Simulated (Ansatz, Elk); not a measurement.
# NaMg6As: X-ray structure factors from the self-consistent density

The structure of NaMg6As used here is made up (a known structure type with other elements) and was relaxed beforehand with PBEsol. The aim is the Fourier transform of its all-electron density, F(hkl), set beside the sum over free spherical atoms that refinements use.

Program: Elk 11.2.3 (patched build). Level of theory: DFT, PBE, all-electron APW+lo, Dirac cores, scalar-relativistic bands, static density, no spin. Results are calculated unless marked as measured.

The structure was built from a prototype and need not be the compound's stable phase.

## (1) Starting point

It takes space group Amm2 (No. 38, orthorhombic). Conventional cell: a = 4.905 Å, b = 6.316 Å, c = 11.565 Å, α = 90.00°, β = 90.00°, γ = 90.00°. Nearest to As lie 8 Mg at 2.89 to 3.19 Å and 2 Na at 3.19 Å. Nearest to Mg lie 10 Mg at 3.07 to 3.30 Å and 2 As at 3.19 Å. Nearest to Mg lie 1 As at 2.89 Å and 8 Mg at 3.01 to 3.30 Å and 2 Na at 3.21 Å. Nearest to Mg lie 10 Mg at 3.07 to 3.38 Å and 2 Na at 3.17 Å. Mg has 2 As at 3.00 Å and 8 Mg at 3.01 to 3.38 Å and 2 Na at 3.16 to 3.43 Å nearest. Nearest to Na lie 10 Mg at 3.16 to 3.43 Å and 2 As at 3.19 Å. Farther neighbours are not listed.

## (2) Ground state and structure factors

An all-electron density is needed, since X-rays see the cores too. Task 0 finds the density and task 195 Fourier-transforms it; tshift is off so that phases refer to the origin typed.

elk.in reads:

```
tasks
  0
  195

xctype
  20

spinpol
  .false.

rgkmax
  7.0

gmaxvr
  14.0

lmaxo
  7

lmaxapw
  8

swidth
  0.002

tshift
  .false.

ramdisk
  .false.

hmaxvr
  5.5

maxscl
  120

epspot
  1e-06

sppath
  './'

avec
  9.26903724591 0.00000000000 0.00000000000
  0.00000000000 5.96795621919 10.92714936119
  0.00000000000 -5.96795621919 10.92714936119

atoms
  3
  'As.in'
  1
  0.5000000000 0.6424014282 0.6424014282   0.000000 0.000000 0.000000
  'Mg.in'
  6
  0.5000000000 0.1813578277 0.1813578277   0.000000 0.000000 0.000000
  0.5000000000 0.1856918714 0.6783534831   0.000000 0.000000 0.000000
  0.5000000000 0.6783534831 0.1856918714   0.000000 0.000000 0.000000
  -0.0000000000 0.3417133887 0.3417133887   0.000000 0.000000 0.000000
  -0.0000000000 0.3309769927 0.8341508896   0.000000 0.000000 0.000000
  -0.0000000000 0.8341508896 0.3309769927   0.000000 0.000000 0.000000
  'Na.in'
  1
  -0.0000000000 0.8189541187 0.8189541187   0.000000 0.000000 0.000000

ngridk
  5 4 4
```

On the command line:

```
$ OMP_NUM_THREADS=4 elk
```

Numbers of over 12 decimals in the logs are rounded to 6 here.

The log of the run:

```text
┌─────────────────────────┐
│ Elk code version 11.2.3 │
└─────────────────────────┘

All units are atomic (Hartree, Bohr, etc.)

┌─────────────────────────────────────────────────┐
│ Ground-state run starting from atomic densities │
└─────────────────────────────────────────────────┘

Lattice vectors :
   9.269037246       0.000000000       0.000000000
   0.000000000       5.967956219       10.92714936
   0.000000000      -5.967956219       10.92714936

Reciprocal lattice vectors :
  0.6778681691       0.000000000      -0.000000000
  -0.000000000      0.5264101374      0.2875034055
   0.000000000     -0.5264101374      0.2875034055

Unit cell volume      :    1208.918799
Brillouin zone volume :   0.2051835191

Muffin-tin inner radius fraction :   0.1000000000E-01

Nuclei treated as point charges

Species : 1 (As)
 parameters loaded from : As.in
 name : arsenic
 nuclear charge    :   -33.00000000
 electronic charge :    33.00000000
 atomic mass :    136573.7220
 muffin-tin radius :    2.400000000
 number of radial points in muffin-tin :    993
 inner part over the whole radius :   0.9862024899E-02
 number on inner part of muffin-tin    :    702
 approximate nuclear radius :   0.7712558785E-04
 number of mesh points to nuclear radius :    341
 atomic positions (lattice), magnetic fields (Cartesian) :
  1 :   0.50000000  0.64240143  0.64240143    0.00000000  0.00000000  0.00000000

Species : 2 (Mg)
 parameters loaded from : Mg.in
 name : magnesium
 nuclear charge    :   -12.00000000
 electronic charge :    12.00000000
 atomic mass :    44305.30466
 muffin-tin radius :    2.200000000
 number of radial points in muffin-tin :    793
 inner part over the whole radius :   0.9941530515E-02
 number on inner part of muffin-tin    :    552
 approximate nuclear radius :   0.5710277704E-04
 number of mesh points to nuclear radius :    241
 atomic positions (lattice), magnetic fields (Cartesian) :
  1 :   0.50000000  0.18135783  0.18135783    0.00000000  0.00000000  0.00000000
  2 :   0.50000000  0.18569187  0.67835348    0.00000000  0.00000000  0.00000000
  3 :   0.50000000  0.67835348  0.18569187    0.00000000  0.00000000  0.00000000
  4 :   0.00000000  0.34171339  0.34171339    0.00000000  0.00000000  0.00000000
  5 :   0.00000000  0.33097699  0.83415089    0.00000000  0.00000000  0.00000000
  6 :   0.00000000  0.83415089  0.33097699    0.00000000  0.00000000  0.00000000

Species : 3 (Na)
 parameters loaded from : Na.in
 name : sodium
 nuclear charge    :   -11.00000000
 electronic charge :    11.00000000
 atomic mass :    41907.78703
 muffin-tin radius :    2.200000000
 number of radial points in muffin-tin :    793
 inner part over the whole radius :   0.9883648912E-02
 number on inner part of muffin-tin    :    551
 approximate nuclear radius :   0.5574345702E-04
 number of mesh points to nuclear radius :    238
 atomic positions (lattice), magnetic fields (Cartesian) :
  1 :   0.00000000  0.81895412  0.81895412    0.00000000  0.00000000  0.00000000

Total number of atoms per unit cell :    8
Total muffin-tin volume :    370.1215025
 ratio of muffin-tin to unit cell volume :   0.3061591092

Spin treatment :
 spin-unpolarised

Number of Bravais lattice symmetries :    8
Number of crystal symmetries         :    4
Crystal has no inversion symmetry
Complex Hermitian eigensolver will be used

k-point grid :      5     4     4
k-point offset :    0.000000000       0.000000000       0.000000000
k-point set is reduced with full crystal symmetry group
Total number of k-points :       30

Muffin-tin radius times maximum |G+k| :    7.000000000
 using average radius
Maximum |G+k| for APW functions       :    3.146067416
Maximum (1/2)|G+k|²                   :    4.948870092
Maximum |G| for potential and density :    14.00000000
Constant for pseudocharge density :    8
 order of it for each species :   15  15  15
 order of it for pair densities of each species (exact exchange by exxq0 0: 16) :   11   9   9
Radial integration step length :    1

[...]
exchange                    :     -192.33257071191
 correlation                 :     -4.728228
 electron entropic           :    -0.74744693588043E-03
 total energy                :     -3626.7709831925

Density of states at Fermi energy :    55.73603644
 (states/Hartree/unit cell)

Estimated indirect band gap :   0.2653860754E-02
 from k-point 10 to k-point 7
Estimated direct band gap   :   0.6284450439E-02
 at k-point 3

Charges :
 core                        :    32.00000000
 valence                     :    84.00000000
 interstitial                :    11.53694936
 muffin-tins (core leakage)
  species : 1 (As)
[...]
species : 2 (Mg)
[...]
species : 3 (Na)
[...]
total in muffin-tins        :    104.4630506
 total calculated charge     :    115.9998807
 total charge                :    116.0000000
 error                       :   0.1193449122E-03

RMS change in Kohn-Sham potential (target) :   0.7673412915     (  0.1000000000E-05)
Absolute change in total energy (target)   :   0.6512715911     (  0.1000000000E-03)

[... loops 3 to 12 left out ...]

┌──────────────────┐
│ Loop number : 13 │
└──────────────────┘

Energies :
 Fermi                       :     0.136753
 sum of occupied eigenvalues :     -2025.9489724254
 electron kinetic            :      3677.9462523049
 core electron kinetic       :      3053.2306005115
 Coulomb                     :     -7106.5334276654
 Coulomb potential           :     -5448.9107292419
 nuclear-nuclear             :     -494.46023015756
 electron-nuclear            :     -7784.9471289827
 Hartree                     :      1172.8739314749
 Madelung                    :     -4382.0780630445
 xc potential                :     -254.98449548836
 exchange                    :     -192.23011062026
 correlation                 :     -4.728644
 electron entropic           :    -0.93447105390013E-03
 total energy                :     -3625.5468641046

Density of states at Fermi energy :    71.24121932
 (states/Hartree/unit cell)

Estimated indirect band gap :   0.2304314532E-02
 from k-point 10 to k-point 19
Estimated direct band gap   :   0.1249238173E-01
 at k-point 10

Charges :
 core                        :    32.00000000
 valence                     :    84.00000000
 interstitial                :    11.66548406
 muffin-tins (core leakage)
  species : 1 (As)
[...]
species : 2 (Mg)
[...]
species : 3 (Na)
[...]
total in muffin-tins        :    104.3345159
 total calculated charge     :    115.9998795
 total charge                :    116.0000000
 error                       :   0.1204604325E-03

RMS change in Kohn-Sham potential (target) :   0.7599123518E-06 (  0.1000000000E-05)
Absolute change in total energy (target)   :   0.9683553253E-04 (  0.1000000000E-03)

Convergence targets achieved

┌──────────────────┐
│ Loop number : 14 │
└──────────────────┘

Energies :
 Fermi                       :     0.136754
 sum of occupied eigenvalues :     -2025.9489593965
 electron kinetic            :      3677.9462527594
 core electron kinetic       :      3053.2306038498
 Coulomb                     :     -7106.5334165998
 Coulomb potential           :     -5448.9107388248
 nuclear-nuclear             :     -494.46023015756
 electron-nuclear            :     -7784.9470968779
 Hartree                     :      1172.8739104357
 Madelung                    :     -4382.0780471874
 xc potential                :     -254.98447333114
 exchange                    :     -192.23011021752
 correlation                 :     -4.728644
 electron entropic           :    -0.93447246534447E-03
 total energy                :     -3625.5468521822

Density of states at Fermi energy :    71.24130580
 (states/Hartree/unit cell)

Estimated indirect band gap :   0.2304296707E-02
 from k-point 10 to k-point 19
Estimated direct band gap   :   0.1249239257E-01
 at k-point 10

Charges :
 core                        :    32.00000000
 valence                     :    84.00000000
 interstitial                :    11.66548471
 muffin-tins (core leakage)
  species : 1 (As)
[...]
species : 2 (Mg)
[...]
atom 5                    :    10.46972905     ( -0.9828258651E-07)
   atom 6                    :    10.46972905     ( -0.9828258651E-07)
  species : 3 (Na)
   atom 1                    :    10.09025292     ( -0.9715865668E-07)
 total in muffin-tins        :    104.3345153
 total calculated charge     :    115.9998795
 total charge                :    116.0000000
 error                       :   0.1204605404E-03

┌──────────────────────────────┐
│ Self-consistent loop stopped │
└──────────────────────────────┘

Warning : core states of species 1 leak from the muffin-tin :   0.1409572444E-03

Wrote STATE.OUT
```

Wall time 3.1 min (4 threads of Arm Neoverse N1, shared host); peak memory 0.29 GiB.

SFACRHO.OUT:

```text

h k l indices transformed by vhmat matrix:
   1.000000000       0.000000000       0.000000000    
   0.000000000       1.000000000       0.000000000    
   0.000000000       0.000000000       1.000000000    

      h      k      l  multipl.   |H|            Re(F)            Im(F)           |F|

      0      0      0      1   0.0000000       116.00000      0.79850470E-16   116.00000    
      0      1      1      1  0.57500681      0.58730313       23.358503       23.365885    
      0     -1     -1      1  0.57500681      0.58730313      -23.358503       23.365885    
      0     -1      0      2  0.59980484      -16.864831       14.153384       22.016830    
      0      1      0      2  0.59980484      -16.864831      -14.153384       22.016830    
     -1      0      0      2  0.67786817      -20.749698     -0.68714617E-14   20.749698    
     -1      1      1      2  0.88889712     -0.15810350      -20.358872       20.359486    
     -1     -1     -1      2  0.88889712     -0.15810350       20.358872       20.359486    
     -1     -1      0      4  0.90513595       13.285930      -13.578068       18.996839    
      1      1      0      4  0.90513595       13.285930       13.578068       18.996839    
      0      2      1      2   1.0104610       16.983211      -10.579299       20.008773    
      0     -2     -1      2   1.0104610       16.983211       10.579299       20.008773    
      0      1     -1      2   1.0528203       18.455246     -0.42953600E-14   18.455246    
      0     -2     -2      1   1.1500136      -44.951937       7.4512398       45.565312    
      0      2      2      1   1.1500136      -44.951937      -7.4512398       45.565312    
      0      0     -2      2   1.1996097      -41.827450      -16.657455       45.022288    
      0      0      2      2   1.1996097      -41.827450       16.657455       45.022288    
     -1      1      2      4   1.2167731      -15.016870       17.821206       23.304543
```

Elk indexes on the primitive cell of elk.in and gives |H| = 4π sin θ/λ in inverse bohr. Below, one row stands for each form hkl of the conventional cell (m members, Friedel mates merged), F is for one primitive cell and the density is static (no thermal factor). Free-atom factors are Waasmaier and Kirfel's, and R is Σm||F|−|F'||/Σm|F|.

| hkl | m | sin θ/λ (Å⁻¹) | abs F, DFT | neutral atoms | diff. | abs of complex diff. |
| --- | --- | --- | --- | --- | --- | --- |
| 002 | 2 | 0.086 | 23.366 | 23.344 | +0.022 | 0.076 |
| 011 | 4 | 0.090 | 22.017 | 21.935 | +0.082 | 0.087 |
| 100 | 2 | 0.102 | 20.750 | 20.676 | +0.073 | 0.073 |
| 102 | 4 | 0.134 | 20.360 | 20.126 | +0.233 | 0.239 |
| 111 | 8 | 0.136 | 18.997 | 18.785 | +0.211 | 0.212 |
| 013 | 4 | 0.152 | 20.009 | 19.808 | +0.201 | 0.217 |
| 020 | 2 | 0.158 | 18.455 | 18.147 | +0.308 | 0.308 |
| 004 | 2 | 0.173 | 45.565 | 45.596 | -0.030 | 0.143 |
| 022 | 4 | 0.180 | 45.022 | 45.080 | -0.058 | 0.230 |
| 113 | 8 | 0.183 | 23.305 | 23.153 | +0.152 | 0.243 |
| 120 | 4 | 0.188 | 18.364 | 18.203 | +0.161 | 0.161 |
| 104 | 4 | 0.201 | 67.461 | 68.024 | -0.563 | 0.571 |
| 200 | 2 | 0.204 | 85.938 | 86.461 | -0.523 | 0.523 |
| 122 | 8 | 0.207 | 73.605 | 74.114 | -0.510 | 0.511 |
| 202 | 4 | 0.222 | 19.136 | 19.187 | -0.050 | 0.060 |
| 211 | 8 | 0.223 | 18.301 | 18.329 | -0.029 | 0.032 |
| 015 | 4 | 0.230 | 23.844 | 23.990 | -0.146 | 0.150 |
| 024 | 4 | 0.234 | 20.522 | 20.625 | -0.104 | 0.104 |

## (3) The highest occupied states alone

An energy window below the Fermi level keeps the highest occupied states, to see at which angles they scatter; shallow core shells can lie inside it and anion s states outside. No new self-consistency is needed.

elk.in: that of step 2 with these lines changed.

```diff
@@ -1,3 +1,2 @@
 tasks
-  0
   195
@@ -40,2 +39,5 @@
 
+wsfac
+  -0.304240 0.436750
+
 sppath
```

On the command line:

```
$ OMP_NUM_THREADS=4 elk
```

The log of the run:

```text
┌─────────────────────────────────┐
│ Elk code version 11.2.3 started │
└─────────────────────────────────┘

Info(readinput): the functional depends on the density's gradient
 muffin-tin radial points multiplied by    2.00000
 (not where nrmtscf is given)

┌────────────────────┐
│ Current task : 195 │
└────────────────────┘

Info(sfacrho): density structure factors written to SFACRHO.OUT

 Energy window :  -0.3042400000      0.4367500000

┌──────────────────┐
│ Elk code stopped │
└──────────────────┘
```

The job ended after 39 s (4 threads; peak memory 0.19 GiB).

States within 12 eV below the Fermi level hold 18.00 electrons; any levels below the window count with the cores. Their amplitudes can exceed the total, where window and core parts have opposite phase:

| hkl | sin θ/λ (Å⁻¹) | abs F, window | abs F, all |
| --- | --- | --- | --- |
| 002 | 0.086 | 3.321 | 23.366 |
| 011 | 0.090 | 2.602 | 22.017 |
| 100 | 0.102 | 2.980 | 20.750 |
| 102 | 0.134 | 1.904 | 20.360 |
| 111 | 0.136 | 2.130 | 18.997 |
| 013 | 0.152 | 1.961 | 20.009 |
| 020 | 0.158 | 1.558 | 18.455 |
| 004 | 0.173 | 1.560 | 45.565 |
| 022 | 0.180 | 1.340 | 45.022 |
| 113 | 0.183 | 1.229 | 23.305 |

## (4) Another functional

The difference from free atoms is small, so it is set against the change that LDA (Perdew-Wang) makes.

elk.in: that of step 3 with these lines changed.

```diff
@@ -1,2 +1,3 @@
 tasks
+  0
   195
@@ -4,3 +5,3 @@
 xctype
-  20
+  3
 
@@ -39,5 +40,2 @@
 
-wsfac
-  -0.304240 0.436750
-
 sppath
```

On the command line:

```
$ OMP_NUM_THREADS=4 elk
```

The log of the run:

```text
┌─────────────────────────┐
│ Elk code version 11.2.3 │
└─────────────────────────┘

All units are atomic (Hartree, Bohr, etc.)

┌─────────────────────────────────────────────────┐
│ Ground-state run starting from atomic densities │
└─────────────────────────────────────────────────┘

Lattice vectors :
   9.269037246       0.000000000       0.000000000
   0.000000000       5.967956219       10.92714936
   0.000000000      -5.967956219       10.92714936

Reciprocal lattice vectors :
  0.6778681691       0.000000000      -0.000000000
[...]
species : 1 (As)
[...]
species : 2 (Mg)
[...]
atom 6                    :    10.48364108     ( -0.1573064651E-05)
  species : 3 (Na)
   atom 1                    :    10.09331271     ( -0.1555072449E-05)
 total in muffin-tins        :    104.4385108
 total calculated charge     :    115.9998931
 total charge                :    116.0000000
 error                       :   0.1069454969E-03

┌──────────────────────────────┐
│ Self-consistent loop stopped │
└──────────────────────────────┘

Warning : core states of species 1 leak from the muffin-tin :   0.1389580981E-03

Wrote STATE.OUT
[key lines of the parts left out:]
total energy                :     -3616.9136081538
```

Wall time 2.8 min (4 threads); peak memory 0.25 GiB.

Against the first run R = 0.10 %; the largest change is -0.120 at 240.

## (5) A coarser k-mesh

About half the k-points along each axis test the sampling.

elk.in: that of step 4 with these lines changed.

```diff
@@ -5,3 +5,3 @@
 xctype
-  3
+  20
 
@@ -66,2 +66,2 @@
 ngridk
-  5 4 4
+  2 2 2
```

On the command line:

```
$ OMP_NUM_THREADS=4 elk
```

The log of the run:

```text
┌─────────────────────────┐
│ Elk code version 11.2.3 │
└─────────────────────────┘

All units are atomic (Hartree, Bohr, etc.)

┌─────────────────────────────────────────────────┐
│ Ground-state run starting from atomic densities │
└─────────────────────────────────────────────────┘

Lattice vectors :
   9.269037246       0.000000000       0.000000000
   0.000000000       5.967956219       10.92714936
   0.000000000      -5.967956219       10.92714936

Reciprocal lattice vectors :
  0.6778681691       0.000000000      -0.000000000
[...]
species : 1 (As)
[...]
species : 2 (Mg)
[...]
atom 6                    :    10.48023174     ( -0.9828258873E-07)
  species : 3 (Na)
   atom 1                    :    10.09144234     ( -0.9715865401E-07)
 total in muffin-tins        :    104.3810824
 total calculated charge     :    115.9998745
 total charge                :    116.0000000
 error                       :   0.1255197121E-03

┌──────────────────────────────┐
│ Self-consistent loop stopped │
└──────────────────────────────┘

Warning : core states of species 1 leak from the muffin-tin :   0.1412579237E-03

Wrote STATE.OUT
[key lines of the parts left out:]
total energy                :     -3625.5425949847
```

It took 83 s on 4 threads; peak memory 0.29 GiB.

Against the first run R = 0.03 %; the largest change is +0.090 at 200.

## (6) Settings against the effect

| run | R against the first run (%) | R against neutral atoms, low angle (%) | wall time |
| --- | --- | --- | --- |
| PBE, rgkmax 7 | 0.00 | 0.57 | 3.1 min |
| LDA (Perdew-Wang) | 0.10 | 0.56 | 2.8 min |
| k-mesh 2×2×2 | 0.03 | 0.59 | 83 s |

## (7) Outcome

| Quantity | Value |
| --- | --- |
| R against neutral atoms, sin θ/λ < 0.3 Å⁻¹ | 0.57 % |
| R against neutral atoms, 0.3 to 0.53 Å⁻¹ | 0.22 % |

**Reading.** Independent neutral atoms miss the calculated amplitudes by R = 0.57 % below 0.3 Å⁻¹ and 0.22 % from there to 0.53 Å⁻¹; by shells, 0.77 % below 0.15 Å⁻¹ (5 forms), 0.55 % 0.15 to 0.3 (25 forms), 0.25 % 0.3 to 0.45 (68 forms), 0.19 % above 0.45 (51 forms). Bonding, aspherical density and the tables' own atoms all enter these figures, and the runs don't part them. The largest change of an amplitude is -0.56 electrons, at 104. R counts amplitudes alone; phases shift too. The window's part falls from 18.0 electrons at the origin to at most 0.28 between 0.45 and 0.53 Å⁻¹. Below 0.3 Å⁻¹ the changes that finished (LDA (Perdew-Wang) and k-mesh 2×2×2) move F by R = 0.09 % at most, against the 0.57 % that separates it from free atoms. The basis has no finished test. Part of the difference isn't bonding: the tables are fits to free atoms and ions calculated by other methods than this functional. Thermal motion, anomalous dispersion and extinction are left out.

[Logs are printed without paths, hosts, clocks, repeated set-up lines and the standing remarks that a program may print on its own settings, such as how far it seeks lower states.]

[Hosts, paths, dates, database ids (printed as entryN), source tags and the programs' standing remarks are cut or masked in the printed files.]
